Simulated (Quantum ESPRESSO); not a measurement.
# SiPb (Pm-3m): from the cell to the phonon bands, part 2 of 3

How does SiPb (Pm-3m) vibrate, and is this structure a minimum?

Quantum ESPRESSO 7.5; DFT LDA, scalar-relativistic, plane waves, PseudoDojo norm-conserving pseudopotentials.

So far. Step 2 (A probe with smearing): No gap opens on this mesh, so smearing is kept; the start stands at 29 GPa. Step 4 (Ground state): The cell stands at 0.002 GPa, close enough for phonons. The relaxed cell has a = 3.549 Å (conventional setting).

The structure was built from a prototype and need not be the compound's stable phase.

## (7) Linear response on the mesh

Linear response treats each wavevector in the unit cell, with no supercell; the 2×2×2 mesh fixes the range of the force constants to be had. The change of the potential is kept for the electron-phonon matrix elements.

The input, ph.in:

```
phonons
 &inputph
    prefix='x',
    outdir='./tmp',
    fildyn='x.dyn',
    tr2_ph=1.0d-18,
    alpha_mix(1)=0.4,
    nmix_ph=8,
    ldisp=.true.,
    nq1=2,
    nq2=2,
    nq3=2,
    electron_phonon='interpolated',
    fildvscf='dvscf',
    el_ph_sigma=0.005,
    el_ph_nsigma=10,
 /
```

The run is started by

```bash
$ OMP_NUM_THREADS=1 mpirun -n 4 ph.x -nk 4 -in ph.in > ph.out
```

Numbers of over 12 decimals in the logs are rounded to 6 here.

The program printed:

```text
[banners, grids, parts of the stress and lines that vanish by symmetry left out]
[banner, memory and clock lines left out]
Program PHONON v.7.5

     ./tmp/x.save/

     IMPORTANT: XC functional enforced from input :
     Exchange-correlation= PW
                           (   1   4   0   0   0   0   0)
     Any further DFT definition will be discarded
     Please, verify this is what you really want

     G-vector sticks info

     Reading collected, re-writing distributed wavefunctions in ./tmp/

     Dynamical matrices for ( 2, 2, 2)  uniform grid of q-points
     (   4 q-points):
       N         xq(1)         xq(2)         xq(3)
       1   0.000000000   0.000000000   0.000000000
       2   0.000000000   0.000000000  -0.500000000
       3   0.000000000  -0.500000000  -0.500000000
       4  -0.500000000  -0.500000000  -0.500000000

     Number and degeneracy of irreps per q-point
       N         xq(1)         xq(2)         xq(3)   N irreps
       1   0.000000000   0.000000000   0.000000000       2
        3   3
       2   0.000000000   0.000000000  -0.500000000       4
[...]
3   0.000000000  -0.500000000  -0.500000000       4
[...]
4  -0.500000000  -0.500000000  -0.500000000       2
        3   3

     Saving dvscf to file. Distribute only q points, not irreducible representations.

     Calculation of q =    0.0000000   0.0000000   0.0000000

     phonons

     bravais-lattice index     =            1
     lattice parameter (alat)  =       6.7061  a.u.
     unit-cell volume          =     301.5816 (a.u.)^3
     number of atoms/cell      =            2
     number of atomic types    =            2
     kinetic-energy cut-off    =      56.0000  Ry
     charge density cut-off    =     224.0000  Ry
     convergence threshold     =      1.0E-18
     beta                      =       0.4000
     number of iterations used =            8
     Exchange-correlation= PW
                           (   1   4   0   0   0   0   0)

     celldm(1)=    6.70607  celldm(2)=    0.00000  celldm(3)=    0.00000
     celldm(4)=    0.00000  celldm(5)=    0.00000  celldm(6)=    0.00000

     crystal axes: (cart. coord. in units of alat)
               a(1) = (  1.0000  0.0000  0.0000 )
               a(2) = (  0.0000  1.0000  0.0000 )
               a(3) = (  0.0000  0.0000  1.0000 )

     reciprocal axes: (cart. coord. in units 2 pi/alat)
               b(1) = (  1.0000  0.0000  0.0000 )
               b(2) = (  0.0000  1.0000  0.0000 )
               b(3) = (  0.0000  0.0000  1.0000 )

     Atoms inside the unit cell:

     Cartesian axes

     site n.  atom      mass           positions (alat units)
        1  Pb    207.2000   tau(    1) = (    0.00000    0.00000    0.00000  )
        2  Si     28.0850   tau(    2) = (    0.50000    0.50000    0.50000  )

     Computing dynamical matrix for
                    q = (   0.0000000   0.0000000   0.0000000 )

     49 Sym.Ops. (with q -> -q+G )

     G cutoff =  255.1672  (  17071 G-vectors)     FFT grid: ( 32, 32, 32)

     number of k points=    56  Marzari-Vanderbilt smearing, width (Ry)=  0.0200

     PseudoPot. # 1 for Pb read from file:
     ./pseudo/Pb.upf
     Pseudo is Norm-conserving + core correction, Zval = 14.0

     PseudoPot. # 2 for Si read from file:
     ./pseudo/Si.upf
     Pseudo is Norm-conserving + core correction, Zval =  4.0

     Mode symmetry, O_h (m-3m)  point group:

     Atomic displacements:
     There are    2 irreducible representations

     Representation     1      3 modes -  To be done

     Representation     2      3 modes -  To be done

     Alpha used in Ewald sum =   2.2000

     Representation #   1 modes #   1   2   3

     Self-consistent Calculation
      iter #   1   av.it.:   4.7
      thresh= 1.000E-02 alpha_mix =  0.400 |ddv_scf|^2 =  6.193E-08
      iter #   2   av.it.:  11.9
      thresh= 2.489E-05 alpha_mix =  0.400 |ddv_scf|^2 =  2.118E-09
      iter #   3   av.it.:  11.5
      thresh= 4.602E-06 alpha_mix =  0.400 |ddv_scf|^2 =  3.693E-10
      iter #   4   av.it.:  11.7
      thresh= 1.922E-06 alpha_mix =  0.400 |ddv_scf|^2 =  2.248E-11
[...]
End of self-consistent calculation

     Convergence has been achieved

     Representation #   2 modes #   4   5   6

     Self-consistent Calculation
[...]
End of self-consistent calculation

     Convergence has been achieved

     Number of q in the star =    1
     List of q in the star:
[...]
Diagonalizing the dynamical matrix

     q = (    0.000000000   0.000000000   0.000000000 )

 **************************************************************************
     freq (    1) =      -0.056733 [THz] =      -1.892397 [cm-1]
     freq (    2) =      -0.056733 [THz] =      -1.892397 [cm-1]
     freq (    3) =      -0.056733 [THz] =      -1.892397 [cm-1]
     freq (    4) =       4.622417 [THz] =     154.187225 [cm-1]
     freq (    5) =       4.622417 [THz] =     154.187225 [cm-1]
     freq (    6) =       4.622417 [THz] =     154.187225 [cm-1]
 **************************************************************************

     Mode symmetry, O_h (m-3m)  point group:

     freq (   1-   3) =         -1.9  [cm-1]   --> T_1u G_15  G_4- I
     freq (   4-   6) =        154.2  [cm-1]   --> T_1u G_15  G_4- I
     Electron-phonon interaction  ...

     [... narrower broadenings left out ...]
     Gaussian Broadening:   0.020 Ry, ngauss=   0
     DOS =  8.001531 states/spin/Ry/Unit Cell at Ef= 10.863680 eV
     lambda(    1)=  0.0000   gamma=    0.03 GHz
     lambda(    2)=  0.0000   gamma=    0.03 GHz
     lambda(    3)=  0.0000   gamma=    0.03 GHz
     lambda(    4)=  0.0889   gamma=   14.51 GHz
     lambda(    5)=  0.0890   gamma=   14.53 GHz
     lambda(    6)=  0.0889   gamma=   14.52 GHz
     [... wider broadenings left out ...]

     Number of q in the star =    1
     List of q in the star:
[...]
Calculation of q =    0.0000000   0.0000000  -0.5000000
     [... set-up and bands at k+q left out ...]

     Mode symmetry, D_4h(4/mmm) point group:

     Atomic displacements:
     There are    4 irreducible representations

     Representation     1      1 modes -  To be done

     Representation     2      2 modes -  To be done

[...]
Message from routine init_vloc:
     Interpolation table for Vloc re-allocated

     Alpha used in Ewald sum =   2.2000

     Representation #   1 mode #   1

     Self-consistent Calculation

[...]
[... iterations left out ...]
[...]
End of self-consistent calculation

     Convergence has been achieved

     Representation #   2 modes #   2   3

     Self-consistent Calculation

[...]
[... iterations left out ...]
[...]
End of self-consistent calculation

     Convergence has been achieved

     Representation #   3 mode #   4

[...]
[... iterations left out ...]
[...]
Convergence has been achieved

     Representation #   4 modes #   5   6

[...]
[... iterations left out ...]
[...]
Convergence has been achieved

     Number of q in the star =    3
     List of q in the star:
[...]
Diagonalizing the dynamical matrix

     q = (    0.000000000   0.000000000  -0.500000000 )

 **************************************************************************
     freq (    1) =       1.428331 [THz] =      47.643995 [cm-1]
     freq (    2) =       1.428331 [THz] =      47.643995 [cm-1]
     freq (    3) =       2.512176 [THz] =      83.797171 [cm-1]
     freq (    4) =       3.626596 [THz] =     120.970217 [cm-1]
     freq (    5) =       3.626596 [THz] =     120.970217 [cm-1]
     freq (    6) =       3.640009 [THz] =     121.417626 [cm-1]
 **************************************************************************

     Mode symmetry, D_4h(4/mmm) point group:

     freq (   1-   2) =         47.6  [cm-1]   --> E_u  X_5' M_5'
     freq (   3-   3) =         83.8  [cm-1]   --> A_2u X_4' M_4'
     freq (   4-   5) =        121.0  [cm-1]   --> E_g  X_5  M_5
     freq (   6-   6) =        121.4  [cm-1]   --> A_1g X_1  M_1
     Electron-phonon interaction  ...

     [... narrower broadenings left out ...]
     Gaussian Broadening:   0.020 Ry, ngauss=   0
     DOS =  8.001531 states/spin/Ry/Unit Cell at Ef= 10.863680 eV
     lambda(    1)=  0.1699   gamma=    2.65 GHz
     lambda(    2)=  0.1665   gamma=    2.60 GHz
     lambda(    3)=  0.1321   gamma=    6.37 GHz
     lambda(    4)=  0.2073   gamma=   20.83 GHz
     lambda(    5)=  0.2130   gamma=   21.40 GHz
     lambda(    6)=  0.5830   gamma=   59.02 GHz
     [... wider broadenings left out ...]

     Number of q in the star =    3
     List of q in the star:
[...]
Calculation of q =    0.0000000  -0.5000000  -0.5000000
     [... set-up and bands at k+q left out ...]

     Mode symmetry, D_4h(4/mmm) point group:

     Atomic displacements:
     There are    4 irreducible representations

[...]
Alpha used in Ewald sum =   2.2000

     Representation #   1 mode #   1

[...]
Convergence has been achieved

     Representation #   2 mode #   2

[...]
Convergence has been achieved

     Representation #   3 modes #   3   4

[...]
Convergence has been achieved

     Representation #   4 modes #   5   6

[...]
Convergence has been achieved

     Number of q in the star =    3
     List of q in the star:
[...]
Diagonalizing the dynamical matrix

     q = (    0.000000000  -0.500000000  -0.500000000 )

 **************************************************************************
     freq (    1) =      -1.544874 [THz] =     -51.531454 [cm-1]
     freq (    2) =      -1.544874 [THz] =     -51.531454 [cm-1]
     freq (    3) =       0.753319 [THz] =      25.128007 [cm-1]
     freq (    4) =       1.760028 [THz] =      58.708203 [cm-1]
     freq (    5) =       3.006582 [THz] =     100.288784 [cm-1]
     freq (    6) =       3.006582 [THz] =     100.288784 [cm-1]
 **************************************************************************

     Mode symmetry, D_4h(4/mmm) point group:

     freq (   1-   2) =        -51.5  [cm-1]   --> E_u  X_5' M_5'
     freq (   3-   3) =         25.1  [cm-1]   --> A_2u X_4' M_4'
     freq (   4-   4) =         58.7  [cm-1]   --> B_1u X_2' M_2'
     freq (   5-   6) =        100.3  [cm-1]   --> E_u  X_5' M_5'
     Electron-phonon interaction  ...

     [... narrower broadenings left out ...]
     Gaussian Broadening:   0.020 Ry, ngauss=   0
     DOS =  8.001531 states/spin/Ry/Unit Cell at Ef= 10.863680 eV
     lambda(    1)= -1.0150   gamma=   18.51 GHz
     lambda(    2)= -1.0435   gamma=   19.03 GHz
     lambda(    3)=  0.8401   gamma=    3.64 GHz
     lambda(    4)=  1.2438   gamma=   29.44 GHz
     lambda(    5)=  0.4619   gamma=   31.90 GHz
     lambda(    6)=  0.4548   gamma=   31.41 GHz
     [... wider broadenings left out ...]

     Number of q in the star =    3
     List of q in the star:
[...]
Calculation of q =   -0.5000000  -0.5000000  -0.5000000
     [... set-up and bands at k+q left out ...]

     Mode symmetry, O_h (m-3m)  point group:

     Atomic displacements:
     There are    2 irreducible representations

     Representation     1      3 modes -  To be done

     Representation     2      3 modes -  To be done

     Alpha used in Ewald sum =   2.2000

     Representation #   1 modes #   1   2   3

     Self-consistent Calculation

[...]
[... iterations left out ...]
[...]
End of self-consistent calculation

     Convergence has been achieved

     Representation #   2 modes #   4   5   6

     Self-consistent Calculation

      iter #   1   av.it.:   8.6
      thresh= 1.000E-02 alpha_mix =  0.400 |ddv_scf|^2 =  1.479E-05

      [... iterations left out ...]
      iter #   9   av.it.:  12.6
      thresh= 8.448E-10 alpha_mix =  0.400 |ddv_scf|^2 =  9.165E-19

     End of self-consistent calculation

     Convergence has been achieved

     Number of q in the star =    1
     List of q in the star:
          1  -0.500000000  -0.500000000  -0.500000000

     Diagonalizing the dynamical matrix

     q = (   -0.500000000  -0.500000000  -0.500000000 )

 **************************************************************************
     freq (    1) =       2.324060 [THz] =      77.522309 [cm-1]
     freq (    2) =       2.324060 [THz] =      77.522309 [cm-1]
     freq (    3) =       2.324060 [THz] =      77.522309 [cm-1]
     freq (    4) =       2.706230 [THz] =      90.270121 [cm-1]
     freq (    5) =       2.706230 [THz] =      90.270121 [cm-1]
     freq (    6) =       2.706230 [THz] =      90.270121 [cm-1]
 **************************************************************************

     Mode symmetry, O_h (m-3m)  point group:

     freq (   1-   3) =         77.5  [cm-1]   --> T_1u G_15  G_4-
     freq (   4-   6) =         90.3  [cm-1]   --> T_2g G_25' G_5+
     Electron-phonon interaction  ...

     [... narrower broadenings left out ...]
     Gaussian Broadening:   0.020 Ry, ngauss=   0
     DOS =  8.001531 states/spin/Ry/Unit Cell at Ef= 10.863680 eV
     lambda(    1)=  0.1469   gamma=    6.06 GHz
     lambda(    2)=  0.1506   gamma=    6.21 GHz
     lambda(    3)=  0.1474   gamma=    6.08 GHz
     lambda(    4)=  1.3770   gamma=   77.06 GHz
     lambda(    5)=  1.4021   gamma=   78.46 GHz
     lambda(    6)=  1.4535   gamma=   81.34 GHz
     [... wider broadenings left out ...]

     Number of q in the star =    1
     List of q in the star:
          1  -0.500000000  -0.500000000  -0.500000000


[key lines of the parts left out:]
the Fermi energy is    10.8798 ev
```

It took 6.4 min on 4 MPI ranks of Arm Neoverse V1, shared host.

Read from the output:

```
largest acoustic frequency at the zone centre before the sum rule  : -1.89 cm⁻¹
highest optical zone-centre mode (no LO-TO term)                   : 154.2 cm⁻¹
lowest optical zone-centre mode                                    : 154.2 cm⁻¹
lowest mode on the q mesh (acoustic ones at the zone centre apart) : -51.53 cm⁻¹
```

Frequencies (cm⁻¹) at each irreducible wavevector; negative means imaginary. Frequencies by wavevector:

```csv
q (fractions),star,mode 1,mode 2,mode 3,mode 4,mode 5,mode 6
0 0 0,1,-1.89,-1.89,-1.89,154.2,154.2,154.2
0 0 -0.5,3,47.64,47.64,83.8,121,121,121.4
0 -0.5 -0.5,3,-51.53,-51.53,25.13,58.71,100.3,100.3
-0.5 -0.5 -0.5,1,77.52,77.52,77.52,90.27,90.27,90.27
```

Couplings of single modes at a Gaussian broadening of 0.02 Ry, as ph.x prints them; it sets λ to zero for modes under 20 cm⁻¹. Mode couplings:

```csv
q (fractions),mode,frequency (cm⁻¹),λ,linewidth γ (GHz)
0 0 -0.5,1,47.64,0.1699,2.65
0 0 -0.5,2,47.64,0.1665,2.6
0 0 -0.5,3,83.8,0.1321,6.37
0 0 -0.5,4,121,0.2073,20.83
0 0 -0.5,5,121,0.213,21.4
0 0 -0.5,6,121.4,0.583,59.02
0 -0.5 -0.5,3,25.13,0.8401,3.64
0 -0.5 -0.5,4,58.71,1.244,29.44
0 -0.5 -0.5,5,100.3,0.4619,31.9
0 -0.5 -0.5,6,100.3,0.4548,31.41
-0.5 -0.5 -0.5,1,77.52,0.1469,6.06
-0.5 -0.5 -0.5,2,77.52,0.1506,6.21
-0.5 -0.5 -0.5,3,77.52,0.1474,6.08
-0.5 -0.5 -0.5,4,90.27,1.377,77.06
-0.5 -0.5 -0.5,5,90.27,1.402,78.46
-0.5 -0.5 -0.5,6,90.27,1.454,81.34
```

Optical modes; normalised displacements of the dynamical-matrix file. Modes at Γ, with each element's share of the kinetic energy:

```csv
mode,frequency (cm⁻¹),symmetry,Pb %,Si %
1,154.2,T1u,12,88
2,154.2,T1u,12,88
3,154.2,T1u,12,88
```

Displacements in mode 3 (154.2 cm⁻¹), the largest set to 1:
```
Pb1  0.00  0.00 -0.14
Si2  0.00  0.01  1.00
```

The acoustic modes at Γ come out as far as 1.9 cm⁻¹ from zero, where they should vanish, a small numerical error.

## (8) Force constants in real space

The dynamical matrices of the mesh are Fourier-transformed to force constants in real space.

The input, q2r.in:

```
 &input
    fildyn='x.dyn',
    zasr='crystal',
    flfrc='x.fc',
    la2F=.true.,
 /
```

The run is started by

```bash
$ q2r.x < q2r.in > q2r.out
```

The program printed:

```text
[banners, grids, parts of the stress and lines that vanish by symmetry left out]
[banner, memory and clock lines left out]
Program Q2R v.7.5

  reading grid info from file x.dyn0

  reading force constants from file x.dyn1
  Dielectric Tensor not found
  nqs=            1
 q=   0.00000000  0.00000000  0.00000000
  reading force constants from file x.dyn2
  nqs=            3
 q=   0.00000000  0.00000000 -0.50000000
[...]
reading force constants from file x.dyn3
  nqs=            3
[...]
q=  -0.50000000  0.00000000 -0.50000000
  reading force constants from file x.dyn4
  nqs=            1
 q=  -0.50000000 -0.50000000 -0.50000000

      q-space grid ok, #points =    8

      fft-check success (sum of imaginary terms < 10^-12)

   Preparing gamma for a2F

 Broadening =      0.005
      q-space grid ok, #points =    8

      fft-check success (sum of imaginary terms < 10^-12)

 Broadening =      0.010
[...]
Broadening =      0.045
      q-space grid ok, #points =    8

      fft-check success (sum of imaginary terms < 10^-12)

 Broadening =      0.050
      q-space grid ok, #points =    8

      fft-check success (sum of imaginary terms < 10^-12)
```

Run time: 0.46 s. Hardware: 1 thread.

## (9) Dispersion

From the force constants any wavevector is cheap; points of the mesh come back as solved, but for the sum rule and, in polar crystals, the LO-TO term at Γ; the rest is interpolation.

The input, matdyn.in:

```
 &input
    asr='crystal',
    flfrc='x.fc',
    flfrq='x.freq',
    flvec='x.modes',
    q_in_band_form=.true.,
    q_in_cryst_coord=.true.,
 /
8
  0.0000000   0.0000000   0.0000000  12  ! GAMMA
  0.0000000   0.5000000   0.0000000  12  ! X
  0.5000000   0.5000000   0.0000000  12  ! M
  0.0000000   0.0000000   0.0000000  12  ! GAMMA
  0.5000000   0.5000000   0.5000000  12  ! R
  0.0000000   0.5000000   0.0000000   1  ! X
  0.5000000   0.5000000   0.5000000  12  ! R
  0.5000000   0.5000000   0.0000000   1  ! M
```

The run is started by

```bash
$ matdyn.x -in matdyn.in > matdyn.out
```

The program printed:

```text
[banner, memory and clock lines left out]
Program MATDYN v.7.5

 mass for atomic type   1 not given; uses mass from file x.fc
 mass for atomic type   2 not given; uses mass from file x.fc
 Norm of the difference between old and new effective charges:    0.000000

 Norm of the difference between old and new force-constants:   2.7393e-05

     Message from routine matdyn:
     Z* not found in file x.fc, TO-LO splitting at q=0 will be absent!
     Message from routine matdyn:
     Z* not found in file x.fc, TO-LO splitting at q=0 will be absent!

Note: The following floating-point exceptions are signalling: IEEE_UNDERFLOW_FLAG
```

Run time: 0.46 s. Hardware: 1 thread.

Numbers from this step:

* lowest frequency on the path: -51.53 cm⁻¹

Matdyn.x, sum rule crystal. The phonon branches at the labelled points (cm⁻¹):

```csv
point,branch 1,branch 2,branch 3,branch 4,branch 5,branch 6
Γ,0,0,0,154,154,154
halfway,28,28,54,140,140,141
X,48,48,84,121,121,121
halfway,34,38,52,95,105,109
M,-52,-52,25,59,100,100
halfway,23,29,65,115,121,130
Γ,0,0,0,154,154,154
halfway,35,35,59,103,113,113
R,78,78,78,90,90,90
halfway,22,45,59,84,99,104
X,48,48,84,121,121,121
jump to R,78,78,78,90,90,90
halfway,32,32,58,76,99,99
M,-52,-52,25,59,100,100
```

The phonon branches as a text plot (rows in cm⁻¹):

```
    150 |***                   ******
    141 |   *                ***     *
    133 |    *               **       *
    124 |     ***           **        **                **
    116 |        **        *           **              **
    107 |          ***   ** *            *          ***
     98 |          * *******            ******  *******    ******
     90 |           *                      ******    *    **
     81 |      ****  *    *                    * ****  ***  *
     73 |     *          *                    * **        ** *
     64 |    *     *  ***   *          *    **  * **  *    ** **
     56 |   *              * *        * *  ***   *  ***      *  *
     47 |      ****           *      *   ***      ***  ***  * *
     38 |  *  *    **     *    *        **        *
     30 |   **       *********  *   * **           *  *      * **
     21 | **        *        ***     *              **
     13 |**          *      *   ** **
      4 |*                       ***
     -4 |
    -13 |
    -22 |            *     *
    -30 |                **                                   *
    -39 |                *
    -47 |             ***                                      **
         Γ      X      M          Γ            R        X|R     M
```

(Part 2 of 3 ends here.)

[Host names and launcher messages were left out of these logs when they were recorded.]

[Logs are printed without paths, hosts, clocks, repeated set-up lines and the standing remarks that a program may print on its own settings, such as how far it seeks lower states.]

[Hosts, paths, dates, database ids (printed as entryN), source tags and the programs' standing remarks are cut or masked in the printed files.]
